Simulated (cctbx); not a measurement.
# MnCdBi2O6 with cctbx, script by script

Library: cctbx 2025.11. The data are simulated by the first script.

## 1. Simulate the data

run.py:

```python
from cctbx import adptbx, crystal, miller, sgtbx, xray
from cctbx.array_family import flex
from iotbx.shelx import hklf
from scitbx import matrix
import scitbx.random

cs = crystal.symmetry(unit_cell=(5.73, 5.73, 14.45, 90, 90, 120), space_group_symbol='Hall: R 3')  # R3
atoms = [  # label, site, U (iso, or U11 U22 U33 U12 U13 U23 in A^2), occupancy
    ("Bi1", (0, 0, 0.0118), (0.0035, 0.0035, 0.0053, 0.0018, 0.0000, 0.0000), 1),
    ("Bi2", (1/3, 2/3, 0.1721), (0.0039, 0.0039, 0.0074, 0.0020, 0.0000, -0.0000), 1),
    ("Cd1", (2/3, 1/3, 0.1199), (0.0056, 0.0056, 0.0320, 0.0028, 0.0000, 0.0000), 1),
    ("Mn1", (0, 0, 0.2858), (0.0081, 0.0081, 0.0075, 0.0041, 0.0000, 0.0000), 1),
    ("O1", (0.564, 0.6024, 0.0547), (0.0079, 0.0114, 0.0148, 0.0054, 0.0006, -0.0021), 1),
    ("O2", (0.3309, 0.2317, 0.2229), (0.0081, 0.0091, 0.0108, 0.0050, -0.0010, 0.0017), 1),
]
xs = xray.structure(crystal_symmetry=cs)
for label, site, u, occ in atoms:
    u = adptbx.u_cif_as_u_star(cs.unit_cell(), u) if isinstance(u, tuple) else u
    xs.add_scatterer(xray.scatterer(label, site=site, u=u, occupancy=occ))
xs.set_inelastic_form_factors(0.71073, "sasaki")
xs.show_summary()
p1 = xs.expand_to_p1()
ms = miller.build_set(p1, anomalous_flag=True, d_min=0.77)
flex.set_random_seed(902242)
scitbx.random.set_random_seed(902242)
ms = ms.select(flex.random_double(ms.size()) < 0.7)
i = ms.structure_factors_from_scatterers(p1, algorithm="direct").f_calc().as_intensity_array().data()
law = matrix.sqr((1, -1, 0, 0, -1, 0, 0, 0, -1))
mate = flex.miller_index([tuple(matrix.row(h) * law) for h in ms.indices()])
i2 = ms.customized_copy(indices=mate).structure_factors_from_scatterers(p1, algorithm="direct").f_calc().as_intensity_array().data()
i = (1 - 0.5) * i + 0.5 * i2
i = i / flex.sqrt(1 + 0.3 * i / flex.max(i))  # extinction
i = i * 5000 / flex.max(i)
sig = flex.sqrt(i + flex.pow2(0.015 * i) + 4 ** 2)
noise = scitbx.random.variate(scitbx.random.normal_distribution())(i.size())
data = ms.array(data=i + sig * noise, sigmas=sig).set_observation_type_xray_intensity()
with open("data.hkl", "w") as f:
    data.export_as_shelx_hklf(f)
print("reflections written:", data.size(), " <I/sigma> = %.1f" % flex.mean(data.data() / data.sigmas()))
for h, a, b in list(data.sort("data"))[:12]:
    print("%4d%4d%4d %9.1f %7.1f" % (h + (a, b)))
```

```console
$ python run.py
```

```text
Number of scatterers: 6
At special positions: 4
Unit cell: (5.73, 5.73, 14.45, 90, 90, 120)
Space group: R 3 :H (No. 146)
reflections written: 2645  <I/sigma> = 6.1
  -1   2   0    5281.1   102.9
   2   0  -4    4985.8    99.9
   0  -1   4    4947.0    99.4
   1  -2   0    4927.7   103.2
   0  -2  -4    4866.2    99.9
  -2   2  -4    4801.6    99.9
   0   1  -4    4780.7    99.4
   1  -1  -4    4754.9    99.4
   2  -2   4    4746.9    99.9
   3   0   0    4271.5    90.5
   0  -3   0    4241.0    90.5
  -3   0   0    4217.5    90.5
```

Run time: 0.23 s on 1 thread of Arm Neoverse V2, with other jobs on the host, peak memory 0.07 GiB.

## 2. Symmetry

run.py:

```python
from cctbx import crystal, sgtbx, statistics
from cctbx.array_family import flex
from iotbx.shelx import hklf

p1 = crystal.symmetry(unit_cell=(5.73, 5.73, 14.45, 90, 90, 120), space_group_symbol="P 1")
raw = hklf.reader(file_name="data.hkl").as_miller_arrays(crystal_symmetry=p1, anomalous=True)[0]
print(raw.size(), "reflections to d = %.3f A" % raw.d_min())
isig = raw.data() / raw.sigmas()
print("centring   violations  <I/sigma> of those")
best = "P"
for c in "ABCIRF":
    a = raw.customized_copy(space_group_info=sgtbx.space_group_info("Hall: %s 1" % c)).sys_absent_flags().data()
    m = flex.mean(isig.select(a))
    print("%5s %10d of %5d %8.1f" % (c, (isig.select(a) > 4).count(True), a.count(True), m))
    if (isig.select(a) > 4).count(True) < 0.01 * a.count(True):
        best = c
raw = raw.select(~raw.customized_copy(space_group_info=sgtbx.space_group_info("Hall: %s 1" % best)).sys_absent_flags().data())
isig = raw.data() / raw.sigmas()
rows = []
for s in sgtbx.space_group_symbol_iterator():
    g = sgtbx.space_group(s)
    if g.conventional_centring_type_symbol() != best or not g.is_compatible_unit_cell(p1.unit_cell(), 1e-3, 0.02):
        continue
    rows.append((s, g))
print("Laue class    unique    Rint  (classes that these axes allow; Friedel mates merged)")
rint = {}
for s, g in rows:
    laue = g.build_derived_patterson_group()
    key = laue.type().hall_symbol()
    if key not in rint:
        m = raw.customized_copy(space_group_info=laue.info(), anomalous_flag=False).merge_equivalents()
        rint[key] = m.r_int()
        print("%-14s %6d %7.3f" % (laue.type().lookup_symbol(), m.array().size(), m.r_int()))
floor = min(rint.values())
good = [(s, g) for s, g in rows if rint[g.build_derived_patterson_group().type().hall_symbol()] < 2 * floor + 0.03]
top = max(g.build_derived_patterson_group().order_z() for s, g in good)
print("space group    extra absences  I>4sigma  <I/sigma>")
for s, g in good:
    laue = g.build_derived_patterson_group()
    if laue.order_z() != top:
        continue
    a = raw.customized_copy(space_group_info=g.info()).sys_absent_flags().data()
    a &= ~raw.customized_copy(space_group_info=laue.info()).sys_absent_flags().data()
    bad = (isig.select(a) > 4).count(True)
    if bad <= 0.03 * a.count(True):
        print("%-16s %8d %10d %9s  %s" % (s.universal_hermann_mauguin(), a.count(True), bad, "%.1f" % flex.mean(isig.select(a)) if a.count(True) else "-", "centric" if g.is_centric() else "acentric"))
laue = max(good, key=lambda t: t[1].build_derived_patterson_group().order_z())[1].build_derived_patterson_group()
f = raw.customized_copy(space_group_info=laue.info(), anomalous_flag=False).merge_equivalents().array().eliminate_sys_absent().f_sq_as_f()
f.set_observation_type_xray_amplitude()
bins = max(3, min(8, f.size() // 12))
f.setup_binner(n_bins=bins)
w = statistics.wilson_plot(f, {e: n / laue.order_z() for e, n in {'Bi': 6.0, 'Cd': 3.0, 'Mn': 3.0, 'O': 18.0}.items()}, e_statistics=True)
print("Wilson B = %.2f A^2   <|E^2-1|> = %.3f (0.968 centric, 0.736 acentric)   E^2>4: %.1f %%" % (w.wilson_b, w.mean_e_sq_minus_1, w.percent_e_sq_gt_2))
print("shell (A)         n   <I/sigma>")
m = raw.customized_copy(space_group_info=laue.info(), anomalous_flag=False).merge_equivalents().array().eliminate_sys_absent()
for b in m.setup_binner(n_bins=bins).range_used():
    sel = m.binner().selection(b)
    print("%5.2f - %4.2f %6d %8.1f" % (min(m.binner().bin_d_range(b)[0] if m.binner().bin_d_range(b)[0] > 0 else 99, 99), m.binner().bin_d_range(b)[1], sel.count(True), flex.mean((m.data() / m.sigmas()).select(sel))))
```

```console
$ python run.py
```

```text
2645 reflections to d = 0.772 A
centring   violations  <I/sigma> of those
    A        377 of  1317      6.0
    B        389 of  1338      6.2
    C        374 of  1317      5.9
    I        370 of  1304      5.9
    R          0 of  1784     -0.0
    F        570 of  1986      6.0
Laue class    unique    Rint  (classes that these axes allow; Friedel mates merged)
R -3 :H           215   0.025
R -3 m :H         141   0.026
space group    extra absences  I>4sigma  <I/sigma>
R 3 2 :H                0          0         -  acentric
R 3 m :H                0          0         -  acentric
R -3 m :H               0          0         -  centric
Wilson B = 0.47 A^2   <|E^2-1|> = 0.830 (0.968 centric, 0.736 acentric)   E^2>4: 0.0 %
shell (A)         n   <I/sigma>
 4.82 - 1.53     24     41.5
 1.53 - 1.22     18     52.8
 1.22 - 1.07     16     43.3
 1.07 - 0.97     16     40.5
 0.97 - 0.90     16     47.8
 0.90 - 0.85     16     31.3
 0.85 - 0.81     16     29.1
 0.81 - 0.77     19     42.6
```

Time: 0.21 s.

## 3. Refinement

run.py:

```python
import math
from cctbx import adptbx, crystal, maptbx, sgtbx, xray
from cctbx.array_family import flex
from cctbx.xray import observations
from iotbx.shelx import hklf
from scitbx.lstbx import normal_eqns_solving
from smtbx import absolute_structure, utils
from smtbx.refinement import constraints, least_squares

cs = crystal.symmetry(unit_cell=(5.73, 5.73, 14.45, 90, 90, 120), space_group_symbol='Hall: R 3')  # R3
atoms = [  # label, site, U (iso, or U11 U22 U33 U12 U13 U23 in A^2), occupancy
    ("Bi1", (0, 0, 0.0108), 0.0200, 1),
    ("Bi2", (1/3, 2/3, 0.1709), 0.0200, 1),
    ("Cd1", (2/3, 1/3, 0.1213), 0.0200, 1),
    ("Mn1", (0, 0, 0.2869), 0.0200, 1),
    ("O1", (0.5661, 0.6074, 0.0542), 0.0200, 1),
    ("O2", (0.323, 0.2277, 0.2215), 0.0200, 1),
]
xs = xray.structure(crystal_symmetry=cs)
for label, site, u, occ in atoms:
    u = adptbx.u_cif_as_u_star(cs.unit_cell(), u) if isinstance(u, tuple) else u
    xs.add_scatterer(xray.scatterer(label, site=site, u=u, occupancy=occ))
xs.set_inelastic_form_factors(0.71073, "sasaki")
xs.convert_to_anisotropic()
raw = hklf.reader(file_name="data.hkl").as_miller_arrays(crystal_symmetry=cs, anomalous=True)[0]
merged = raw.eliminate_sys_absent().merge_equivalents()
fo2 = merged.array().set_observation_type_xray_intensity()
print("Rint %.3f, %d unique reflections to %.2f A" % (merged.r_int(), fo2.size(), fo2.d_min()))
for sc in xs.scatterers():
    sc.flags.set_grad_site(True)
    sc.flags.set_grad_u_aniso(sc.flags.use_u_aniso())
    sc.flags.set_grad_u_iso(sc.flags.use_u_iso())
obs = fo2.as_xray_observations()
extra = {}
rep = constraints.reparametrisation(xs, [], utils.connectivity_table(xs), **extra)
ls = least_squares.crystallographic_ls(obs, rep, weighting_scheme=least_squares.mainstream_shelx_weighting(a=0, b=0))
print("cycle     R1     wR2    GooF  max shift (A)")
for cycle in range(8):
    ls.build_up()
    r1, wr2, goof = ls.r1_factor(cutoff_factor=2)[0], ls.wR2(), ls.goof()
    old = xs.sites_cart()
    normal_eqns_solving.levenberg_marquardt_iterations(ls, n_max_iterations=3, tau=1e-06, step_threshold=1e-7)
    big = flex.max((xs.sites_cart() - old).norms())
    print("%4d %7.4f %7.4f %7.3f %9.5f" % (cycle + 1, r1, wr2, goof, big))
    ls.build_up(objective_only=True)
    if abs(ls.wR2() - wr2) < 5e-5 and big < 5e-4:
        break
ls.build_up()
print("final R1 %.4f wR2 %.4f GooF %.3f  parameters %d  data/parameter %.1f" % (ls.r1_factor(cutoff_factor=2)[0], ls.wR2(), ls.goof(), ls.n_parameters, fo2.size() / ls.n_parameters))
cov = ls.covariance_matrix_and_annotations()
su = dict(zip(cov.annotations, (math.sqrt(max(v, 0)) for v in cov.matrix.matrix_packed_u_diagonal())))
a2 = cs.unit_cell().reciprocal_parameters()[0] ** -2
print("atom        x        y        z      Ueq    occ   su(xyz)  su(Uiso or U11)")
for sc in xs.scatterers():
    s = max(su.get(sc.label + k, 0) for k in (".x", ".y", ".z"))
    npd = "" if sc.is_positive_definite_u(cs.unit_cell()) else "  NPD"
    print("%-5s %8.5f %8.5f %8.5f %8.4f %6.3f %8.5f %7.4f%s" % ((sc.label,) + sc.site + (sc.u_iso_or_equiv(cs.unit_cell()), sc.occupancy, s, su.get(sc.label + ".uiso", su.get(sc.label + ".u11", 0) * a2), npd)))
fo = fo2.f_sq_as_f()
fc = fo.structure_factors_from_scatterers(xs, algorithm="direct").f_calc()
diff = fo.f_obs_minus_f_calc(1 / math.sqrt(ls.scale_factor()), fc).average_bijvoet_mates()
m = diff.fft_map(symmetry_flags=maptbx.use_space_group_symmetry, resolution_factor=0.25).apply_volume_scaling()
print("difference map: max %.2f min %.2f rms %.2f" % (m.statistics().max(), m.statistics().min(), m.statistics().sigma()))
peaks = m.peak_search(parameters=maptbx.peak_search_parameters(min_distance_sym_equiv=0.6, max_clusters=6)).all()
near = xs.closest_distances(peaks.sites(), distance_cutoff=4)
sps = cs.special_position_settings(min_distance_sym_equiv=0.5)
for k, (x, h) in enumerate(zip(peaks.sites(), peaks.heights())):
    ss = sps.site_symmetry(x)
    print("Q%-3d %7.4f %7.4f %7.4f %4d %7.2f  %.2f A from %s" % ((k + 1,) + tuple(t % 1 for t in ss.exact_site()) + (ss.multiplicity(), h, near.smallest_distances[k], xs.scatterers()[near.i_seqs[k]].label)))
```

```console
$ python run.py
```

```text
Rint 0.020, 415 unique reflections to 0.77 A
cycle     R1     wR2    GooF  max shift (A)
   1  0.1641  0.3222  10.481   0.03311
   2  0.0536  0.1082   3.518   0.02249
   3  0.0526  0.1065   3.465   0.02021
   4  0.0520  0.1054   3.429   0.01860
   5  0.0517  0.1047   3.404   0.01694
   6  0.0515  0.1041   3.387   0.01549
   7  0.0514  0.1038   3.375   0.01421
   8  0.0512  0.1035   3.366   0.01305
final R1 0.0511 wR2 0.1033 GooF 3.358  parameters 30  data/parameter 13.8
atom        x        y        z      Ueq    occ   su(xyz)  su(Uiso or U11)
Bi1    0.00000  0.00000  0.01114   0.0024  1.000  0.00009  0.0006
Bi2    0.33333  0.66667  0.17128   0.0036  1.000  0.00014  0.0007
Cd1    0.66667  0.33333  0.11940   0.0151  1.000  0.00080  0.0009
Mn1    0.00000  0.00000  0.28535   0.0120  1.000  0.00199  0.0021
O1     0.55923  0.60615  0.05909   0.1367  1.000  0.01915  0.0839  NPD
O2     0.33482  0.21114  0.22236   0.1017  1.000  0.01478  0.0163
difference map: max 3.43 min -3.15 rms 0.62
Q1    0.0000  0.0000  0.0166    3    3.46  0.08 A from Bi1
Q2    0.0067  0.4092  0.5509    9    3.38  0.79 A from O2
Q3    0.0408  0.6148  0.0528    9    2.85  1.02 A from O1
Q4    0.0000  0.0000  0.7334    3    2.65  0.76 A from Cd1
Q5    0.0895  0.7419  0.2965    9    2.62  1.52 A from O2
Q6    0.1032  0.3865  0.7968    9    2.42  1.47 A from O1
```

Time: 0.61 s.

This run holds a fault made on purpose: twinning ignored.

## 4. Refinement (twin law added)

run.py, as its changes from the last script of this kind:

```diff
@@ -33,2 +33,3 @@
-obs = fo2.as_xray_observations()
-extra = {}
+twin = xray.twin_component(sgtbx.rot_mx((1, -1, 0, 0, -1, 0, 0, 0, -1)), 0.2, True)
+obs = observations.customized_copy(fo2.as_xray_observations(), (), (twin,))
+extra = dict(twin_fractions=(twin,))
@@ -58,11 +59 @@
-fo = fo2.f_sq_as_f()
-fc = fo.structure_factors_from_scatterers(xs, algorithm="direct").f_calc()
-diff = fo.f_obs_minus_f_calc(1 / math.sqrt(ls.scale_factor()), fc).average_bijvoet_mates()
-m = diff.fft_map(symmetry_flags=maptbx.use_space_group_symmetry, resolution_factor=0.25).apply_volume_scaling()
-print("difference map: max %.2f min %.2f rms %.2f" % (m.statistics().max(), m.statistics().min(), m.statistics().sigma()))
-peaks = m.peak_search(parameters=maptbx.peak_search_parameters(min_distance_sym_equiv=0.6, max_clusters=6)).all()
-near = xs.closest_distances(peaks.sites(), distance_cutoff=4)
-sps = cs.special_position_settings(min_distance_sym_equiv=0.5)
-for k, (x, h) in enumerate(zip(peaks.sites(), peaks.heights())):
-    ss = sps.site_symmetry(x)
-    print("Q%-3d %7.4f %7.4f %7.4f %4d %7.2f  %.2f A from %s" % ((k + 1,) + tuple(t % 1 for t in ss.exact_site()) + (ss.multiplicity(), h, near.smallest_distances[k], xs.scatterers()[near.i_seqs[k]].label)))
+print("twin fraction %.3f" % twin.value)
```

```console
$ python run.py
```

```text
Rint 0.020, 415 unique reflections to 0.77 A
cycle     R1     wR2    GooF  max shift (A)
   1  0.1492  0.3038   9.895   0.02591
   2  0.0372  0.0749   2.439   0.01053
   3  0.0368  0.0741   2.414   0.00793
   4  0.0365  0.0734   2.391   0.00610
   5  0.0362  0.0727   2.369   0.00461
   6  0.0360  0.0721   2.348   0.00338
   7  0.0357  0.0715   2.328   0.00240
   8  0.0354  0.0709   2.308   0.00165
final R1 0.0351 wR2 0.0703 GooF 2.289  parameters 31  data/parameter 13.4
atom        x        y        z      Ueq    occ   su(xyz)  su(Uiso or U11)
Bi1    0.00000  0.00000  0.01115   0.0029  1.000  0.00006  0.0005
Bi2    0.33333  0.66667  0.17129   0.0036  1.000  0.00008  0.0005
Cd1    0.66667  0.33333  0.11947   0.0147  1.000  0.00045  0.0006
Mn1    0.00000  0.00000  0.28516   0.0090  1.000  0.00107  0.0014
O1     0.56561  0.60724  0.05536   0.0227  1.000  0.00469  0.0097
O2     0.33041  0.22598  0.22259   0.0269  1.000  0.00543  0.0111
twin fraction 0.228
```

Run time: 0.54 s on 1 thread of Arm Neoverse V2 (shared host), peak memory 0.09 GiB.

[Logs are printed without paths, hosts, clocks, repeated set-up lines and the standing remarks that a program may print on its own settings, such as how far it seeks lower states.]
